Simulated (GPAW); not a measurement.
# A Zr chain with one atom pushed aside at constant bond length: a series of junctions

How does transport respond as one structural variable is stepped? The junctions: a Zr chain with one atom pushed aside at constant bond length.

Main program and level: GPAW 26.7.0; GPAW LCAO, PAW setups; Landauer transmission from Green's functions with principal layers (ASE), zero bias.

This is a report of a sequence of runs, with most program output left out.

## Step 1: Set-up

The cell holds 13 atoms: 13 Zr. Cell: a = 9.000 Å, b = 9.000 Å, c = 33.765 Å, α = 90.0°, β = 90.0°, γ = 90.0°. Regions: left lead, 6 atoms (6 Zr); channel, 1 atom (1 Zr); right lead, 6 atoms (6 Zr). Vacuum lies along a and b. The structure is stacked along c, and the current runs across the ab planes.

## Step 2: Member of the series, offset 0.3 Å

The structure changes from member to member while basis and functional stay, so that the trend is less open to errors of the level than any single value.

run.py

```python
import json
import numpy as np
from ase import Atoms
from ase.transport.calculators import TransportCalculator
from gpaw import GPAW, FermiDirac
from gpaw.lcao.tools import get_lcao_hamiltonian
from scipy.linalg import eigh

# The junction with lead layers at both ends, along the third cell vector
device = Atoms(
    ['Zr', 'Zr', 'Zr', 'Zr', 'Zr', 'Zr', 'Zr', 'Zr', 'Zr', 'Zr', 'Zr', 'Zr', 'Zr'],
    positions=[
        [4.50000, 4.50000, 1.30000],
        [4.50000, 4.50000, 3.90000],
        [4.50000, 4.50000, 6.50000],
        [4.50000, 4.50000, 9.10000],
        [4.50000, 4.50000, 11.70000],
        [4.50000, 4.50000, 14.30000],
        [4.80000, 4.50000, 16.88263],
        [4.50000, 4.50000, 19.46527],
        [4.50000, 4.50000, 22.06527],
        [4.50000, 4.50000, 24.66527],
        [4.50000, 4.50000, 27.26527],
        [4.50000, 4.50000, 29.86527],
        [4.50000, 4.50000, 32.46527]],
    cell=[[9.0, 0.0, 0.0], [0.0, 9.0, 0.0], [0.0, 0.0, 33.76527]],
    pbc=True)

# One principal layer of the lead: the first 4 atoms of the device
lead = Atoms(
    ['Zr', 'Zr', 'Zr', 'Zr'],
    positions=[
        [4.50000, 4.50000, 1.30000],
        [4.50000, 4.50000, 3.90000],
        [4.50000, 4.50000, 6.50000],
        [4.50000, 4.50000, 9.10000]],
    cell=[[9.0, 0.0, 0.0], [0.0, 9.0, 0.0], [0.0, 0.0, 10.4]],
    pbc=True)

settings = dict(mode='lcao', basis='dzp', xc='PBE', h=0.2,
                occupations=FermiDirac(0.1), maxiter=250,
                mixer=dict(beta=0.1, nmaxold=8, weight=100.0),
                convergence=dict(density=0.0001))
energies = np.arange(-3, 3 + 1e-9, 0.075)
eta = 0.0001
n1, n2 = 1, 1
# k and -k transmit alike, so half of the mesh across the current serves
mesh = [(i, j) for i in range(n1) for j in range(n2) if (i, j) <= (-i % n1, -j % n2)]
weights = np.array([1 if (i, j) == (-i % n1, -j % n2) else 2 for i, j in mesh]) / (n1 * n2)

# [... helper functions left out ...]
fermi_lead = ground_state(lead, (1, 1, 11), 'lead.txt')
fermi_device = ground_state(device, (1, 1, 3), 'device.txt')
# [... loop over the mesh left out, but for ...]
        # Shift the lead onto the potential of the device's first layer
        shift = ((H[:, 0, 0] - H0[:, 0, 0]) / S0[0, 0]).real.mean()
# [...]
kT = 8.617333e-5 * 300
bias = [0.1, 0.2, 0.5, 1.0, 1.5, 2.0]
# [... integrals and printing left out ...]
```

Started as:

```sh
OMP_NUM_THREADS=1 OPENBLAS_NUM_THREADS=1 python run.py
```

It took 8.7 min on 1 thread of Arm Neoverse V1, shared host; peak memory 1.3 GiB.

Numbers from this step:

| Property | Result |
| --- | --- |
| conductance | 4.345 G₀ |
| largest coupling past the next principal layer | 1.05e-5 eV |
| largest misfit of the first principal layer | 0.002236 eV |
| shift that aligns the lead | -7.00e-4 eV |
| basis functions of the junction | 377 |
| basis functions of a principal layer | 116 |
| transmission at the Fermi level (one spin) | 3.983 |

One spin. Transmission, zone mean against energy, zero at the Fermi level:

energy (eV), transmission, zone mean and a bar:
```
    -3.00       0.00 
    -2.77       0.00 
    -2.55       0.76 ####
    -2.40       0.99 #####
    -2.17       0.99 #####
    -1.95       1.00 #####
    -1.73       1.00 #####
    -1.57       0.99 #####
    -1.35       2.88 ##############
    -1.12       2.90 ###############
    -0.90       3.96 ####################
    -0.75       3.98 ####################
    -0.53       3.99 ####################
    -0.30       3.99 ####################
    -0.07       3.99 ####################
     0.00       3.98 ####################
     0.07       5.71 #############################
     0.30       5.97 ##############################
     0.53       5.98 ##############################
     0.60       5.98 ##############################
     0.75       5.98 ##############################
     0.90       5.96 ##############################
     1.12       5.26 ##########################
     1.35       3.97 ####################
     1.57       3.97 ####################
     1.73       3.96 ####################
     1.95       1.99 ##########
     2.17       1.98 ##########
     2.40       1.00 #####
     2.55       1.00 #####
     2.77       1.00 #####
     3.00       1.00 #####
```

Not self-consistent under bias; the bias window is split evenly. Current through one cell, from the zero-bias transmission against bias:

```csv
bias (V),"current through one cell, from the zero-bias transmission (mA)"
0.100,0.0342
0.200,0.0704
0.500,0.185
1.000,0.378
1.500,0.571
2.000,0.761
```

Table of transmission of the three most open eigenchannels by energy, zero at the Fermi level:

```csv
energy (eV),channel 1,channel 2,channel 3
-3.00,2.7e-8,7.7e-12,6.1e-12
-2.77,2.7e-8,7.8e-12,6.2e-12
-2.55,0.755,2.8e-8,7.9e-12
-2.40,0.988,2.6e-8,7.9e-12
-2.17,0.994,2.5e-8,7.8e-12
-1.95,0.996,2.4e-8,7.3e-12
-1.73,0.996,2.2e-8,0
-1.57,0.991,8.2e-7,3.0e-7
-1.35,0.998,0.989,0.892
-1.12,0.999,0.994,0.910
-0.90,0.998,0.996,0.994
-0.75,0.998,0.997,0.997
-0.53,0.999,0.998,0.997
-0.30,0.999,0.998,0.998
-0.07,0.999,0.999,0.997
0.00,0.999,0.999,0.993
0.07,0.999,0.999,0.988
0.30,0.999,0.999,0.998
0.53,0.999,0.999,0.998
0.75,0.999,0.999,0.997
0.90,0.999,0.998,0.997
1.12,0.998,0.991,0.984
1.35,0.999,0.996,0.991
1.57,0.999,0.994,0.992
1.73,0.999,0.992,0.989
1.95,0.998,0.992,1.3e-8
2.17,0.997,0.982,1.1e-8
2.40,0.998,1.2e-5,1.1e-8
2.55,0.998,1.1e-8,4.5e-10
2.77,0.998,8.3e-9,1.0e-11
3.00,0.997,6.8e-9,1.0e-11
```

Couplings past the next layer reach 1.1e-5 eV, small enough to drop; the matrix elements of the cell's first layer differ from the bulk lead's by up to 0.0022 eV. That layer keeps its own values in the calculation, and only beyond it is the lead taken as perfect. The Fermi levels of lead and junction count from different zeros of potential, one for each periodic cell; with both set to zero, the small remaining shift is what aligns them. By hand: G = 4.345 × 77.48 μS = 337 μS, a resistance of 2.97 kΩ; at 0.1 V a linear junction would pass 33.7 μA, and the integral over the bias window gives 34.2 μA.

## Step 3: Member of the series: offset = 0.6

The cell differs from the one that the last finished run ended in (c 33.765 → 33.660 Å).

run.py: that of step 2 with these lines changed.

```diff
@@ -18,10 +18,10 @@
         [4.50000, 4.50000, 14.30000],
-        [4.80000, 4.50000, 16.88263],
-        [4.50000, 4.50000, 19.46527],
-        [4.50000, 4.50000, 22.06527],
-        [4.50000, 4.50000, 24.66527],
-        [4.50000, 4.50000, 27.26527],
-        [4.50000, 4.50000, 29.86527],
-        [4.50000, 4.50000, 32.46527]],
-    cell=[[9.0, 0.0, 0.0], [0.0, 9.0, 0.0], [0.0, 0.0, 33.76527]],
+        [5.10000, 4.50000, 16.82982],
+        [4.50000, 4.50000, 19.35964],
+        [4.50000, 4.50000, 21.95964],
+        [4.50000, 4.50000, 24.55964],
+        [4.50000, 4.50000, 27.15964],
+        [4.50000, 4.50000, 29.75964],
+        [4.50000, 4.50000, 32.35964]],
+    cell=[[9.0, 0.0, 0.0], [0.0, 9.0, 0.0], [0.0, 0.0, 33.65964]],
     pbc=True)
```

Run time: 2.9 min. Hardware: 1 thread; peak memory 1.3 GiB.

This step gave:

```
conductance                                 : 4.143 G₀
largest misfit of the first principal layer : 0.004207 eV
shift that aligns the lead                  : -0.001079 eV
transmission at the Fermi level (one spin)  : 3.931
```

One spin. The transmission, zone mean by energy, zero at the Fermi level:

```csv
energy (eV),"transmission, zone mean"
-3.00,1.9e-8
-2.77,1.9e-8
-2.55,0.144
-2.40,0.845
-2.17,0.939
-1.95,0.967
-1.73,0.980
-1.57,0.988
-1.35,1.88
-1.12,2.32
-0.90,3.84
-0.75,3.93
-0.53,3.96
-0.30,3.97
-0.07,3.95
0.00,3.93
0.07,4.86
0.30,5.72
0.53,5.88
0.60,5.89
0.75,5.87
0.90,5.74
1.12,4.42
1.35,3.89
1.57,3.78
1.73,3.63
1.95,1.88
2.17,1.75
2.40,0.944
2.55,0.961
2.77,0.945
3.00,0.915
```

Not self-consistent under bias; the bias window is split evenly. The current through one cell, from the zero-bias transmission by bias:

```csv
bias (V),"current through one cell, from the zero-bias transmission (mA)"
0.100,0.0324
0.200,0.0663
0.500,0.175
1.000,0.364
1.500,0.554
2.000,0.738
```

Table of transmission of the three most open eigenchannels by energy, zero at the Fermi level:

```csv
energy (eV),channel 1,channel 2,channel 3
-3.00,1.9e-8,5.4e-12,2.6e-12
-2.85,1.9e-8,5.5e-12,2.6e-12
-2.70,1.9e-8,2.9e-11,5.4e-12
-2.55,0.144,2.2e-8,5.0e-12
-2.33,0.895,1.8e-8,5.4e-12
-2.17,0.939,1.8e-8,5.4e-12
-2.02,0.960,1.7e-8,5.4e-12
-1.88,0.972,1.6e-8,5.3e-12
-1.73,0.980,1.6e-8,4.7e-12
-1.57,0.988,1.7e-7,1.4e-8
-1.35,0.998,0.847,0.0352
-1.20,0.999,0.911,0.163
-1.05,0.998,0.972,0.942
-0.90,0.998,0.995,0.960
-0.75,0.998,0.994,0.971
-0.60,0.999,0.993,0.988
-0.38,0.999,0.996,0.990
-0.23,0.998,0.998,0.986
-0.07,0.998,0.997,0.982
0.00,0.999,0.996,0.977
0.07,0.999,0.995,0.994
0.23,0.999,0.998,0.997
0.38,0.998,0.998,0.996
0.60,0.998,0.998,0.986
0.75,0.998,0.997,0.995
0.90,0.998,0.997,0.997
1.05,0.998,0.996,0.992
1.20,0.998,0.978,0.972
1.35,0.999,0.965,0.963
1.57,0.999,0.949,0.915
1.73,0.998,0.945,0.859
1.88,0.957,0.894,7.1e-8
2.02,0.972,0.880,7.2e-9
2.17,0.968,0.785,6.5e-9
2.33,0.951,0.524,5.7e-9
2.55,0.961,5.3e-9,2.0e-10
2.70,0.952,4.2e-9,1.3e-11
2.85,0.937,3.4e-9,4.9e-12
3.00,0.915,2.7e-9,5.0e-12
```

The conductance, 4.14 G₀, lies 4.6 % below that of the member before.

## Step 4: Member of the series: offset = 0.9

The cell differs from the one that the last finished run ended in (c 33.660 → 33.479 Å).

run.py: that of step 3 with these lines changed.

```diff
@@ -18,10 +18,10 @@
         [4.50000, 4.50000, 14.30000],
-        [5.10000, 4.50000, 16.82982],
-        [4.50000, 4.50000, 19.35964],
-        [4.50000, 4.50000, 21.95964],
-        [4.50000, 4.50000, 24.55964],
-        [4.50000, 4.50000, 27.15964],
-        [4.50000, 4.50000, 29.75964],
-        [4.50000, 4.50000, 32.35964]],
-    cell=[[9.0, 0.0, 0.0], [0.0, 9.0, 0.0], [0.0, 0.0, 33.65964]],
+        [5.40000, 4.50000, 16.73926],
+        [4.50000, 4.50000, 19.17852],
+        [4.50000, 4.50000, 21.77852],
+        [4.50000, 4.50000, 24.37852],
+        [4.50000, 4.50000, 26.97852],
+        [4.50000, 4.50000, 29.57852],
+        [4.50000, 4.50000, 32.17852]],
+    cell=[[9.0, 0.0, 0.0], [0.0, 9.0, 0.0], [0.0, 0.0, 33.47852]],
     pbc=True)
```

It took 3 min on 1 thread; peak memory 1.3 GiB.

One spin. Table of transmission, zone mean by energy, zero at the Fermi level:

```csv
energy (eV),"transmission, zone mean"
-3.00,1.5e-8
-2.85,1.5e-8
-2.70,1.5e-8
-2.55,0.0179
-2.33,0.572
-2.17,0.741
-2.02,0.841
-1.88,0.907
-1.73,0.952
-1.57,0.992
-1.35,1.70
-1.20,1.98
-1.05,2.57
-0.90,3.59
-0.75,3.76
-0.60,3.84
-0.38,3.87
-0.23,3.87
-0.07,3.84
0.00,3.79
0.07,4.28
0.23,4.92
0.38,5.22
0.60,5.47
0.68,5.48
0.75,5.45
0.90,5.24
1.05,4.70
1.20,3.95
1.35,3.89
1.57,3.53
1.73,2.82
1.88,1.04
2.02,1.30
2.17,1.14
2.33,0.863
2.55,0.545
2.70,0.436
2.85,0.348
3.00,0.292
```

The conductance, 3.91 G₀, lies 5.5 % below that of the member before.

## Step 5: Member of the series: offset = 1.2

The cell differs from the one that the last finished run ended in (c 33.479 → 33.213 Å).

run.py: that of step 4 with these lines changed.

```diff
@@ -18,10 +18,10 @@
         [4.50000, 4.50000, 14.30000],
-        [5.40000, 4.50000, 16.73926],
-        [4.50000, 4.50000, 19.17852],
-        [4.50000, 4.50000, 21.77852],
-        [4.50000, 4.50000, 24.37852],
-        [4.50000, 4.50000, 26.97852],
-        [4.50000, 4.50000, 29.57852],
-        [4.50000, 4.50000, 32.17852]],
-    cell=[[9.0, 0.0, 0.0], [0.0, 9.0, 0.0], [0.0, 0.0, 33.47852]],
+        [5.70000, 4.50000, 16.60651],
+        [4.50000, 4.50000, 18.91303],
+        [4.50000, 4.50000, 21.51303],
+        [4.50000, 4.50000, 24.11303],
+        [4.50000, 4.50000, 26.71303],
+        [4.50000, 4.50000, 29.31303],
+        [4.50000, 4.50000, 31.91303]],
+    cell=[[9.0, 0.0, 0.0], [0.0, 9.0, 0.0], [0.0, 0.0, 33.21303]],
     pbc=True)
```

Elapsed: 2.9 min, on 1 thread; peak memory 1.3 GiB.

The conductance, 3.44 G₀, lies 12 % below that of the member before.

## Step 6: The series together

Times are for 1 thread of Arm Neoverse V1, shared host. The series side by side:

```csv
no.,offset (Å),conductance (G₀),time,memory (GiB)
1,0.3,4.345,8.7 min,1.3
2,0.6,4.143,2.9 min,1.3
3,0.9,3.913,3 min,1.3
4,1.2,3.439,2.9 min,1.3
```

The runs together. Table of transmission, zone mean by energy, zero at the Fermi level:

```csv
energy (eV),0.3,0.6,0.9,1.2
-3.00,2.7e-8,1.9e-8,1.5e-8,1.0e-8
-2.77,2.7e-8,1.9e-8,1.5e-8,1.0e-8
-2.55,0.755,0.144,0.0179,0.00461
-2.25,0.993,0.922,0.668,0.399
-2.02,0.995,0.960,0.841,0.674
-1.80,0.996,0.977,0.931,0.863
-1.57,0.991,0.988,0.992,0.985
-1.35,2.88,1.88,1.70,1.57
-1.05,2.72,2.91,2.57,1.83
-0.82,3.98,3.90,3.69,3.05
-0.60,3.99,3.96,3.84,3.35
-0.38,3.99,3.97,3.87,3.53
-0.15,3.99,3.96,3.86,3.51
0.00,3.98,3.93,3.79,3.29
0.15,5.90,5.40,4.71,4.14
0.38,5.98,5.80,5.22,4.47
0.60,5.98,5.89,5.47,4.75
0.82,5.97,5.82,5.37,4.73
1.05,5.85,5.27,4.70,4.30
1.35,3.97,3.89,3.89,3.56
1.57,3.97,3.78,3.53,3.00
1.80,3.95,3.47,2.37,2.45
2.02,1.99,1.85,1.30,0.660
2.25,1.97,1.66,1.03,0.754
2.55,0.998,0.961,0.545,0.330
2.77,0.998,0.945,0.388,0.159
3.00,0.997,0.915,0.292,0.0576
```

The runs together. Table of current through one cell, from the zero-bias transmission by bias:

```csv
bias (V),0.3 (mA),0.6 (mA),0.9 (mA),1.2 (mA)
0.100,0.0342,0.0324,0.0305,0.0269
0.200,0.0704,0.0663,0.0619,0.0547
0.500,0.185,0.175,0.162,0.143
1.000,0.378,0.364,0.337,0.298
1.500,0.571,0.554,0.517,0.454
2.000,0.761,0.738,0.687,0.601
```

[end of part 1 of 2]

[Logs are printed without paths, hosts, clocks, repeated set-up lines and the standing remarks that a program may print on its own settings, such as how far it seeks lower states.]

[Hosts, paths, dates, database ids (printed as entryN), source tags and the programs' standing remarks are cut or masked in the printed files.]
